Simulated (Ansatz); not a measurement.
# NaVSe3 (model cell, started as cubic perovskite with V in the octahedra): following an unstable mode, part 2 of 2

Wanted: the energy along a soft mode of NaVSe3 (model cell, started as cubic perovskite with V in the octahedra) and the structure at the end.

Ansatz 0.2.0; DFT PBE, scalar-relativistic, plane waves, PAW.

So far, highest frequency on the path or at a solved wavevector (cm⁻¹): step 2 (response at finite wavevector) 250. Also lowest frequency on the path (cm⁻¹): step 2 -146.

The structure was built from a prototype and need not be the compound's stable phase.

### Step 6. Relaxing from the distorted cell

Starting from the lowest point found, all atoms and the cell are let go, so that strain and other modes of the same symmetry can join in.

File input.yaml:

```yaml
crystal:
  lattice:
    - [4.8990130555, 4.8990130555, 0.0]
    - [4.8990130555, 0.0, 4.8990130555]
    - [4.8990130555, 0.0, -4.8990130555]
  atoms:
    - { symbol: Na, position: [0.0, 0.0, 1.0] }
    - { symbol: Na, position: [0.0, 0.5, 0.5] }
    - { symbol: V, position: [0.5, 0.25, 0.75] }
    - { symbol: V, position: [0.5, 0.75, 0.25] }
    - { symbol: Se, position: [0.5, 0.5, 0.5] }
    - { symbol: Se, position: [0.5, 0.0, 0.0] }
    - { symbol: Se, position: [-0.0163298197, 0.5081649099, 0.0081649099] }
    - { symbol: Se, position: [0.0163298197, -0.0081649099, 0.4918350901] }
    - { symbol: Se, position: [0.5, 0.4918350901, -0.0081649099] }
    - { symbol: Se, position: [0.5, 0.0081649099, 0.5081649099] }
kpoints:
  mp_grid: { grid: [6, 6, 6] }
hamiltonian:
  xc: pbe
scf:
  occupations: { method: methfessel_paxton, width: 0.15 }
output:
  forces: true
  stress: true
  eigenvalues: true
relax:
  adjacent_minimum: "off"
  f_tol: 0.002
  max_steps: 120
  cell: { stress_tol: 0.03 }
```

On the command line:

```console
$ ansatz run input.yaml --threads 8 --pin off --max-ram 14336MiB --backend cpu --events-out ev --progress --plain --runs-dir out
```

Numbers of over 12 decimals in the logs are rounded to 6 here.

Log:

```text
[...]
Crystal: 10 atoms, lattice volume = 235.156 Å³
Basis set: ecut = 420 eV, 4645 PW (Γ), exchange–correlation on 96×96×96 points (8 copies of the dense FFT grid, shifted against one another)
Bands: 84, of which v1, the nominal top of the filled ones, is band 70 counted from 1 (69 counted from 0)
Symmetry: 16 space group operations
[...]
k-points: 30 of 216
[...]
SCF iter   1: F=—  HF=-41616.881779 eV  |F-HF|=—  |Δ(HF+E_count)|=         —  Δρ=4.67e-3  dr2=7.69e-2  ethr=1.77e-3  ⟨swp⟩=6.0  Hψ=8641  notcnv=0
[...]
SCF iter   7: F=-41616.879008 eV  HF=-41616.879008 eV  |F-HF|=9.35e-9  |Δ(HF+E_count)|=   9.35e-8  S|Δr|=    0.00e0  Δρ=2.55e-6  dr2=1.74e-8  ethr=7.14e-11  ⟨swp⟩=8.2  Hψ=8841  notcnv=0
SCF 1 converged in 7 iterations: F = -41616.879008 eV  dr2 = 1.74e-8
[...]
relax step   1: F+E_penalty+E_count = -41616.87900800 eV  Δ(F+E_penalty+E_count) = +0.000e0 eV  max|allowed force component| = 6.576e-2 eV/Å  Δτ_max = 0.0000 Å  P = +0.230 GPa  Ω = 235.156 Å³  (7 SCF iters, dr2 threshold 1.00e-7 eV, accepted)
Crystal: 10 atoms, lattice volume = 235.878 Å³
[...]
SCF iter   6: F=-41616.880319 eV  HF=-41616.880319 eV  |F-HF|=2.88e-9  |Δ(HF+E_count)|=   6.33e-9  S|Δr|=    0.00e0  Δρ=1.09e-6  dr2=4.01e-9  ethr=5.93e-11  ⟨swp⟩=2.0  Hψ=7371  notcnv=0
SCF 2 converged in 6 iterations: F = -41616.880319 eV  dr2 = 4.01e-9
[...]
relax step   2: F+E_penalty+E_count = -41616.88031949 eV  Δ(F+E_penalty+E_count) = -1.311e-3 eV  max|allowed force component| = 3.530e-2 eV/Å  Δτ_max = 0.0032 Å  P = +0.016 GPa  Ω = 235.878 Å³  energy of the carried Pulay correction = -7.076e-5 eV  (6 SCF iters, dr2 threshold 2.70e-7 eV, accepted)
Crystal: 10 atoms, lattice volume = 235.911 Å³
[...]
SCF iter   5: F=-41616.880850 eV  HF=-41616.880850 eV  |F-HF|=3.78e-8  |Δ(HF+E_count)|=   2.18e-7  S|Δr|=    0.00e0  Δρ=3.77e-6  dr2=5.39e-8  ethr=5.56e-11  ⟨swp⟩=3.0  Hψ=9494  notcnv=0
SCF 3 converged in 5 iterations: F = -41616.880850 eV  dr2 = 5.39e-8
relax step   3: F+E_penalty+E_count = -41616.88084975 eV  Δ(F+E_penalty+E_count) = -5.303e-4 eV  max|allowed force component| = 1.101e-2 eV/Å  Δτ_max = 0.0043 Å  P = -0.031 GPa  Ω = 235.911 Å³  energy of the carried Pulay correction = -7.407e-5 eV  (5 SCF iters, dr2 threshold 7.79e-8 eV, accepted)
[...]
relax step   4: F+E_penalty+E_count = -41616.88097425 eV  Δ(F+E_penalty+E_count) = -1.245e-4 eV  max|allowed force component| = 9.384e-4 eV/Å  Δτ_max = 0.0025 Å  P = -0.006 GPa  Ω = 235.722 Å³  energy of the carried Pulay correction = -5.549e-5 eV  (6 SCF iters, dr2 threshold 1.18e-8 eV, accepted)
[...]
SCF iter   7: F=-41616.881045 eV  HF=-41616.881045 eV  |F-HF|=1.46e-11  |Δ(HF+E_count)|=    0.00e0  S|Δr|=    0.00e0  Δρ=4.02e-8  dr2=5.13e-12  ethr=1.00e-12  ⟨swp⟩=3.0  Hψ=8984  notcnv=0
SCF 5 converged in 7 iterations: F = -41616.881045 eV  dr2 = 5.13e-12
relax step   5: F+E_penalty+E_count = -41616.88104463 eV  Δ(F+E_penalty+E_count) = -7.038e-5 eV  max|allowed force component| = 9.347e-4 eV/Å  Δτ_max = 0.0000 Å  P = -0.006 GPa  Ω = 235.722 Å³  stress off target by 9.35e-3 GPa  SCF on the basis re-selected at this cell (its energy is not comparable with the rows above)  (7 SCF iters)
basis re-selected at this cell: Δ(F+E_penalty+E_count) = -7.038e-5 eV, ΔP = -0.000 GPa vs the last step (what re-selecting the basis moved, of the pressure what is left beyond the Pulay correction that the steps carried, after the strain that the cell walked since its last selection, with what the two solves' SCF thresholds leave and, on support functions, any second-order correction that the steps lacked; it is no m [...]
SCF converged after 7 iterations
[...]
Free energy (F): -41616.881045 eV
[...]
Internal energy: -41616.890268 eV  (E = F + TS)
E sigma→0 (E₀):  -41616.883350 eV
Entropy (-TS):   0.009223 eV (0.922 meV/atom)
Fermi energy:    7.529899 eV
[...]
--- Forces (eV/Å), atoms counted from 1 ---
  atom   1  Na     0.00000000     0.00000000     0.00000000
  atom   2  Na     0.00000000     0.00000000    -0.00000000
  atom   3  V     -0.00000000     0.00000000     0.00000000
  atom   4  V      0.00000000    -0.00000000     0.00000000
  atom   5  Se     0.00000000     0.00000000     0.00000000
  atom   6  Se     0.00000000    -0.00000000     0.00000000
  atom   7  Se    -0.00000000     0.00093473     0.00000000
  atom   8  Se     0.00000000    -0.00093473     0.00000000
  atom   9  Se     0.00093473    -0.00000000     0.00000000
  atom  10  Se    -0.00093473    -0.00000000     0.00000000
  max |Σ_I F_I| component: 4.12e-18 eV/Å
--- Stress (GPa, compression-positive) ---
       -0.004040       0.000000       0.000000
        0.000000      -0.004040       0.000000
        0.000000       0.000000      -0.009345
  P = ⅓ Tr σ = -0.0058 GPa (-0.058 kbar)
--- Band table (eV; the first three rows and the last of 30) ---
  k-point 0: bands = [... 66 lower, 6.6392, 7.2746, 7.2746, 7.2825, 7.7062, 7.7294, 8.0565, 8.0565, ... 10 higher]
  k-point 1: bands = [... 66 lower, 6.8363, 7.1347, 7.1684, 7.2619, 7.8123, 7.8364, 7.9331, 8.0819, ... 10 higher]
  k-point 2: bands = [... 66 lower, 6.7653, 7.1236, 7.2149, 7.4318, 7.5055, 7.5894, 7.6962, 7.8820, ... 10 higher]
  k-point 29: bands = [... 66 lower, 6.0077, 6.3470, 6.4899, 7.5042, 7.6696, 8.0958, 8.1277, 8.1770, ... 10 higher]
--- Relaxed structure (4 steps of the walk, 4 accepted, 1 SCFs on fresh bases) ---
  F+E_penalty+E_count = -41616.88104463 eV   max|allowed force component| = 9.347e-4 eV/Å   (the final SCF, on the basis selected at the relaxed cell)
  cell:  # Å, volume = 235.7217 Å³
    - [4.908254, 4.908254, 0.0]
    - [4.908254, 0, 4.892328]
    - [4.908254, 0, -4.892328]
  atoms:
    - { symbol: Na, position: [0, 0.0, 1.0] }
    - { symbol: Na, position: [0, 0.5, 0.5] }
    - { symbol: V, position: [0.5, 0.250000, 0.75] }
    - { symbol: V, position: [0.5, 0.75, 0.250000] }
    - { symbol: Se, position: [0.5, 0.5, 0.5] }
    - { symbol: Se, position: [0.5, 0, 0] }
    - { symbol: Se, position: [-0.014274, 0.507137, 0.00713703] }
    - { symbol: Se, position: [0.014274, -0.00713703, 0.492863] }
    - { symbol: Se, position: [0.5, 0.492863, -0.00713703] }
    - { symbol: Se, position: [0.5, 0.00713703, 0.507137] }
```

Run time: 51 s. Hardware: 8 threads of Arm Neoverse N1, shared host; peak memory 1.4 GiB; 6.1 min of CPU time.

The steps of the relaxation:

```tsv
step	energy less that of the first step (eV)	largest force component (eV/Å)	pressure (GPa)	volume (Å³)
1	0.0000	0.0658	0.23	235.16
2	-0.0013	0.0353	0.02	235.88
3	-0.0018	0.0110	-0.03	235.91
4	-0.0020	0.0009	-0.01	235.72
5*	-0.0020	0.0009	-0.01	235.72
```

Relaxation steps marked * repeat the geometry before them on a plane-wave basis chosen anew for their cell, so energy and pressure can jump there.

The run keeps the 16 symmetry operations that it works with, so distortions that break them were not tested.

```tsv
conventional cell, symmetrised	before	after	change
a (Å)	6.928	6.941	+0.2 %
b (Å)	6.928	6.941	+0.2 %
c (Å)	9.798	9.785	-0.1 %
volume (Å³/atom)	23.52	23.57	+0.2 %
```

The atoms that moved most (Å, as changes of fractional coordinates times the final cell):

```tsv
atom	dx	dy	dz	length
Se7	0.000	0.010	0.000	0.010
Se8	0.000	-0.010	0.000	0.010
Se10	-0.010	0.000	0.000	0.010
Se9	0.010	0.000	0.000	0.010
```

This step gave:

| Item | Value |
| --- | --- |
| pressure | -0.005808 GPa |
| volume per atom | 23.57 Å³ |

The distorted start has space group I4/mcm; the relaxation ends in I4/mcm.

### Step 7. Modes of the new phase

A relaxed structure may still be a saddle point, so its zone-centre modes are computed. No field response is asked, since the mesh shows no gap.

File input.yaml:

```yaml
crystal:
  lattice:
    - [4.9082535676, 4.9082535676, 0.0]
    - [4.9082535676, 0.0, 4.8923283719]
    - [4.9082535676, 0.0, -4.8923283719]
  atoms:
    - { symbol: Na, position: [0.0, 0.0, 1.0] }
    - { symbol: Na, position: [0.0, 0.5, 0.5] }
    - { symbol: V, position: [0.5, 0.25, 0.75] }
    - { symbol: V, position: [0.5, 0.75, 0.25] }
    - { symbol: Se, position: [0.5, 0.5, 0.5] }
    - { symbol: Se, position: [0.5, 0.0, 0.0] }
    - { symbol: Se, position: [-0.0142740654, 0.5071370327, 0.0071370327] }
    - { symbol: Se, position: [0.0142740654, -0.0071370327, 0.4928629673] }
    - { symbol: Se, position: [0.5, 0.4928629673, -0.0071370327] }
    - { symbol: Se, position: [0.5, 0.0071370327, 0.5071370327] }
kpoints:
  mp_grid: { grid: [6, 6, 6] }
hamiltonian:
  xc: pbe
scf:
  occupations: { method: methfessel_paxton, width: 0.15 }
output:
  eigenvalues: true
phonons:
  method: dfpt
```

Log:

```text
[...]
Crystal: 10 atoms, lattice volume = 235.722 Å³
Basis set: ecut = 420 eV, 4637 PW (Γ), exchange–correlation on 96×96×96 points (8 copies of the dense FFT grid, shifted against one another)
Bands: 84, of which v1, the nominal top of the filled ones, is band 70 counted from 1 (69 counted from 0)
Symmetry: 16 space group operations
k-points: 112 of 216 (irreducible under 1 space group operation, time reversal used)
[...]
SCF iter   1: F=—  HF=-41616.883625 eV  |F-HF|=—  |Δ(HF+E_count)|=         —  Δρ=4.67e-3  dr2=7.87e-2  ethr=1.77e-3  ⟨swp⟩=6.0  Hψ=32278  notcnv=0
[...]
SCF iter  10: F=-41616.881045 eV  HF=-41616.881045 eV  |F-HF|=0.00e0  |Δ(HF+E_count)|=  1.46e-11  S|Δr|=    0.00e0  Δρ=2.55e-8  dr2=2.47e-12  ethr=1.00e-12  ⟨swp⟩=8.3  Hψ=41357  notcnv=0
SCF 1 converged in 10 iterations: F = -41616.881045 eV  dr2 = 2.47e-12
[...]
DFPT response loops at Γ: preconditioner auto → Kerker (q_TF=auto, 2.501 Å⁻¹) (partly filled bands, converged f_vac=0.120); β = 1.00, the filter's whole step (`scf.mixing.beta` (0.50) is not read by the response loops under this deck's `scf.mixing.preconditioner`; to damp them name `kerker` or `kerker_dos`, under which they read `scf.mixing.beta`, and type it under 1.00, their step now; both keys bind the ground state too); Broyden in place of MSR1
SCF converged after 10 iterations
[...]
Free energy (F): -41616.881045 eV
[...]
Internal energy: -41616.890268 eV  (E = F + TS)
E sigma→0 (E₀):  -41616.883350 eV
Entropy (-TS):   0.009223 eV (0.922 meV/atom)
Fermi energy:    7.529899 eV
[...]
--- Band table (eV; the first three rows and the last of 112) ---
  k-point 0: bands = [... 66 lower, 6.6392, 7.2746, 7.2746, 7.2825, 7.7062, 7.7294, 8.0565, 8.0565, ... 10 higher]
  k-point 1: bands = [... 66 lower, 6.8363, 7.1347, 7.1684, 7.2619, 7.8123, 7.8364, 7.9331, 8.0819, ... 10 higher]
  k-point 2: bands = [... 66 lower, 6.7653, 7.1236, 7.2149, 7.4318, 7.5055, 7.5894, 7.6962, 7.8820, ... 10 higher]
  k-point 111: bands = [... 66 lower, 5.8779, 6.6632, 7.0208, 7.0250, 7.7393, 8.0173, 8.0864, 8.2409, ... 10 higher]
--- Phonons (Γ-DFPT): 10 representative perturbations + reference, on 112 of 216 k-points (Σ response iterations 41) ---
  k mesh reduced under 1 symmetry operation, with k and −k counted as one. Each operation leaves every solved perturbation unchanged. A smaller set is not used because it would not reduce the number of displacements times k-points to solve
  ASR residual: 4.502e-5 → 0.000e0 eV/Å²; symmetrization residual: 1.792e-5 eV/Å²
  ASR residual per site (eV/Å²): 2.45e-5 2.45e-5 4.50e-5 4.50e-5 1.60e-5 1.60e-5 2.85e-5 2.85e-5 2.85e-5 2.85e-5
  Γ frequencies (cm⁻¹): -125.41 -117.43 -117.43 -54.95 -54.95 -53.08 0.00 0.00 0.00 30.15 31.62 31.62 33.83 35.05 35.05 37.55 37.55 39.14 41.38 113.47 113.47 124.08 124.32 124.86 126.43 126.43 201.09 218.29 218.29 252.63
  non-analytic LO–TO correction: not included (Born effective charges unavailable; polar crystals: no LO–TO splitting at Γ)
```

The job ended after 19 min (8 threads; peak memory 6.6 GiB).

This step gave:

| Property | Result |
| --- | --- |
| sum-rule residual before enforcement | 4.50e-5 eV/Å² |
| point group | 4/mmm |
| highest optical mode at the zone centre (no LO-TO term) | 252.6 cm⁻¹ |
| lowest optical zone-centre mode | -125.4 cm⁻¹ |

Patterns of degenerate modes are one choice out of their space. Modes at Γ, with each element's share of the kinetic energy (negative means imaginary):

```tsv
mode	frequency (cm⁻¹)	symmetry	Na %	V %	Se %
1	-125.4	A2u	0	73	27
2	-117.4	Eu	0	74	26
3	-117.4	Eu	0	74	26
4	-55.0	Eg	0	0	100
5	-55.0	Eg	0	0	100
6	-53.1	B1g	0	0	100
7	0.0	acoustic	7	16	76
8	0.0	acoustic	7	16	76
9	0.0	acoustic	7	16	76
10	30.1	B1u	0	1	99
11	31.6	Eu	77	1	22
12	31.6	Eu	77	1	22
13	33.8	A2u	92	1	7
14	35.0	Eu	16	0	84
15	35.0	Eu	16	0	84
16	37.5	Eg	98	0	2
17	37.5	Eg	98	0	2
18	39.1	A2g	98	0	2
19	41.4	B2g	0	0	100
20	113.5	Eu	0	78	22
21	113.5	Eu	0	78	22
22	124.1	A1g	0	0	100
23	124.3	A2g	2	0	98
24	124.9	B1u	0	99	1
25	126.4	Eg	2	0	98
26	126.4	Eg	2	0	98
27	201.1	A2u	0	10	90
28	218.3	Eu	0	30	70
29	218.3	Eu	0	30	70
30	252.6	B2g	0	0	100
```

Displacements in mode 1 (-125.4 cm⁻¹), the largest set to 1:
```
Na1  0.00  0.00 -0.02
Na2  0.00  0.00 -0.02
V3   0.00  0.00  1.00
V4   0.00  0.00  1.00
Se5  0.00  0.00  0.06
Se6  0.00  0.00  0.06
Se7  0.00  0.00 -0.35
Se8  0.00  0.00 -0.35
Se9  0.00  0.00 -0.35
Se10 0.00  0.00 -0.35
```

Displacements in mode 18 (39.1 cm⁻¹), the largest set to 1:
```
Na1  0.00  0.00  1.00
Na2  0.00  0.00 -1.00
V3   0.00  0.00  0.00
V4   0.00  0.00  0.00
Se5  0.00  0.00  0.00
Se6  0.00  0.00  0.00
Se7  0.05  0.00  0.00
Se8 -0.05  0.00  0.00
Se9  0.00 -0.05  0.00
Se10 0.00  0.05  0.00
```

Before it was imposed, the acoustic sum rule was missed by 4.5e-5 eV/Å². Small misses are needed for a sound result but don't prove that mesh and cutoff are converged. The lowest optical mode is imaginary, 125.4i cm⁻¹, so the energy falls along it.

### Step 8. Summary of results

| Item | Value |
| --- | --- |
| unstable mode of the parent | q = (-0.5, -0.5, -0.5), 146i cm⁻¹ |
| depth at the lowest point sampled | 1.34 meV/atom |
| largest atomic shift at that point | 0.08 Å |
| space group reached (within 0.01 Å) | I4/mcm |
| energy gained over the parent (first relaxation, on the mesh of the frozen mode) | 1.50 meV/atom |
| volume per atom, phase reached | 23.6 Å³ |
| lowest optical zone-centre mode, phase reached | -125 cm⁻¹ |
| highest optical mode at the zone centre (no LO-TO term), phase reached | 253 cm⁻¹ |

In words: Along this mode the structure falls into I4/mcm, 1.50 meV/atom below the parent. At the parent's cell the well is 1.336 meV/atom deep on the steps tried, with its lowest point at a shift of 0.08 Å. Relaxing atoms and cell changes the gain by +0.17 meV/atom against the lowest step (energies at zero smearing). The new phase still has an imaginary mode at the zone centre of its cell, so it is a saddle point on the way to a lower structure. Of the 8 patterns followed to their end from this parent, this one ends 148 meV/atom above the lowest, Amm2. Another end point lies within 1 meV/atom; how such a difference moves with mesh and cutoff was not tested. Each path keeps the symmetry of its pattern, so a lower phase may lie along a pattern not tried. With no gap, or one that is small against the smearing, the frequencies hang on the k mesh and the smearing, most of all near Kohn anomalies. The phonon runs are without spin polarisation, although V often carries a moment. A phonon run warned that its eigensolver left some bands unconverged in a pass. The starting cell was built on a prototype and not taken from a measurement, so the phase need not exist.

[Logs are printed without paths, hosts, clocks, repeated set-up lines and the standing remarks that a program may print on its own settings, such as how far it seeks lower states.]

[Hosts, paths, dates, database ids (printed as entryN), source tags and the programs' standing remarks are cut or masked in the printed files.]
